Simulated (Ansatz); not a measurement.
## Tc (P6_3/mmc): phonons at finite temperature

Wanted: self-consistent phonon frequencies, thermal pressure and a stability verdict for Tc.

Main program and level: Ansatz 0.2.0; DFT PBEsol, scalar-relativistic, plane waves, PAW.

Report form: the programs' logs are mostly left out.

### Step 1. Starting point

Symmetry: P6_3/mmc, No. 194, hexagonal system. The conventional cell has a = 2.740 Å, b = 2.740 Å, c = 4.398 Å, α = 90.00°, β = 90.00°, γ = 120.00°. Tc has 12 Tc at 2.71 to 2.74 Å nearest.

As a file:

```cif
data_structure
_symmetry_space_group_name_H-M 'P 1'
_symmetry_Int_Tables_number 1
_cell_length_a 2.7400
_cell_length_b 2.7400
_cell_length_c 4.3980
_cell_angle_alpha 90.000
_cell_angle_beta 90.000
_cell_angle_gamma 120.000
_cell_volume 28.59
loop_
_atom_site_label
_atom_site_type_symbol
_atom_site_fract_x
_atom_site_fract_y
_atom_site_fract_z
_atom_site_occupancy
Tc1 Tc 0.33333 0.66667 0.25000 1
Tc2 Tc 0.66667 0.33333 0.75000 1
```

### Step 2. A first coarse run

Before spending time, one coarse run tells the gap and the pressure of the starting cell.

Contents of input.yaml:

```yaml
crystal:
  lattice:
    - [2.74, 0.0, 0.0]
    - [-1.37, 2.3729096064, 0.0]
    - [0.0, 0.0, 4.398]
  atoms:
    - { symbol: Tc, position: [0.3333333333, 0.6666666667, 0.25] }
    - { symbol: Tc, position: [0.6666666667, 0.3333333333, 0.75] }
kpoints:
  mp_grid: { grid: [9, 9, 4] }
hamiltonian:
  xc: pbesol
scf:
  occupations: { method: gaussian, width: 0.1 }
  lower_state_search: "off"
output:
  forces: true
  stress: true
  eigenvalues: true
```

The run is started by

```
$ ansatz run input.yaml --threads 8 --pin off --max-ram 16384MiB --backend cpu --events-out ev --progress --plain --runs-dir out
```

Elapsed: 0.28 s, on 8 threads of Arm Neoverse V2, shared host; peak memory 0.31 GiB.

Numbers from this step:

```yaml
pressure: -6.457 GPa
volume_per_atom: 14.30 Å³/atom
gap_on_the_k_mesh: 0 eV
```

The start is under -6.5 GPa at this level and looks like a metal on this mesh.

### Step 3. Relaxation

The vibrations must be taken about the equilibrium of this functional, not about the starting cell, so the structure is relaxed.

input.yaml, as its differences from that of step 2:

```diff
@@ -9,3 +9,3 @@
 kpoints:
-  mp_grid: { grid: [9, 9, 4] }
+  mp_grid: { grid: [18, 18, 10] }
 hamiltonian:
@@ -19 +19,6 @@
   eigenvalues: true
+relax:
+  adjacent_minimum: "off"
+  f_tol: 0.005
+  max_steps: 80
+  cell: { stress_tol: 0.05 }
```

Run time: 4.9 s. Hardware: 8 threads; peak memory 0.47 GiB.

Step by step:

| step | energy less that of the first step (eV) | largest force component (eV/Å) | pressure (GPa) | volume (Å³) |
| --- | --- | --- | --- | --- |
| 1 | 0.0000 | 0.0000 | -6.58 | 28.59 |
| 2 | 0.0175 | 0.0000 | 11.32 | 27.11 |
| 3 | -0.0128 | 0.0000 | -0.37 | 28.03 |
| 4 | -0.0128 | 0.0000 | 0.02 | 28.00 |
| 5* | -0.0128 | 0.0000 | 0.01 | 28.00 |

Relaxation steps marked * repeat the geometry before them on a plane-wave basis chosen anew for their cell, so energy and pressure can jump there. Relaxation step 2 was tried and not accepted.

Forces are held to the 24 operations that the run works with; a distortion that breaks them can't arise in this run.

| conventional cell, symmetrised | before | after | change |
| --- | --- | --- | --- |
| a (Å) | 2.740 | 2.724 | -0.6 % |
| b (Å) | 2.740 | 2.724 | -0.6 % |
| c (Å) | 4.398 | 4.357 | -0.9 % |
| volume (Å³/atom) | 14.30 | 14.00 | -2.1 % |

The relaxed structure:

```
Tc
1.0
     2.72389    0.00000    0.00000
    -1.36195    2.35896    0.00000
     0.00000    0.00000    4.35725
Tc
2
Direct
  0.33333 0.66667 0.25000
  0.66667 0.33333 0.75000
```

Numbers from this step:

| Quantity | Value |
| --- | --- |
| pressure | 0.009068 GPa |
| volume per atom | 14.00 Å³/atom |

The relaxation ends with a pressure of 0.01 GPa.

### Step 4. Relaxing to small residual forces and stress

The relaxation is repeated with tighter thresholds on force and stress, since phonons are sensitive to what is left; a change of mesh or smearing in the input moves the cell too.

input.yaml, the sections that differ from step 3:

```yaml
crystal:
  lattice:
    - [2.7238920782, 0.0, 0.0]
    - [-1.3619460391, 2.3589597369, 0.0]
    - [0.0, 0.0, 4.3572507603]
  atoms:
    - { symbol: Tc, position: [0.3333333333, 0.6666666667, 0.25] }
    - { symbol: Tc, position: [0.6666666667, 0.3333333333, 0.75] }
scf:
  occupations: { method: methfessel_paxton, width: 0.2 }
  lower_state_search: "off"
relax:
  adjacent_minimum: "off"
  f_tol: 0.001
  max_steps: 60
  cell: { stress_tol: 0.01 }
# kpoints, hamiltonian, output: as in step 3
```

The job ended after 3.2 s (8 threads; peak memory 0.46 GiB).

Little changed from the start: no atom moved by 0.005 Å and no cell edge by 0.1 %.

Numbers from this step:

| Item | Value |
| --- | --- |
| pressure | 2.74e-4 GPa |

The residual pressure is 2.7e-4 GPa, small enough for phonons.

### Step 5. An input with a fault

This input was changed on purpose, to see how the program answers.

Contents of input.yaml:

```yaml
crystal:
  lattice:
    - [2.7236806197, 0.0, 0.0]
    - [-1.3618403099, 2.3587766085, 0.0]
    - [0.0, 0.0, 4.3575983805]
  atoms:
    - { symbol: Tc, position: [0.3333333333, 0.6666666667, 0.25] }
    - { symbol: Tc, position: [0.6666666667, 0.3333333333, 0.75] }
kpoints:
  mp_grid: { grid: [15, 15, 8] }
hamiltonian:
  xc: pbesol
scf:
  occupations: { method: methfessel_paxton, width: 0.2 }
  lower_state_search: "off"
  max_iter: 60
output:
  eigenvalues: true
phonons:
  supercell: [3, 3, 2]
  dielectric: false
  self_consistent: { temperatures: [300], max_frames: 4 }
```

Run time: 0.02 s. Hardware: 8 threads; peak memory 0.031 GiB.

The program refused the input before any cycle.

The program's message: “Error: invalid value for `phonons.self_consistent.max_frames`: must be ≥ 16; got 4”

The fault put into the input: too few frames.

### Step 6. Results

| Quantity | Value |
| --- | --- |
| phonons at temperature | not obtained |

**Reading.** The sampling at temperature was not started, because a trial frame showed that it would not fit the time allowed; the session ends with the prepared cell.

[Logs are printed without paths, hosts, clocks, repeated set-up lines and the standing remarks that a program may print on its own settings, such as how far it seeks lower states.]

[Hosts, paths, dates, database ids (printed as entryN), source tags and the programs' standing remarks are cut or masked in the printed files.]

[A step with changed settings may run another functional than the one named; its input shows which.]

[Pressures of single members of a volume series are the stress at the run's cutoff; with an incomplete basis they can lie off −dE/dV of the same runs, and they are not shown converged.]
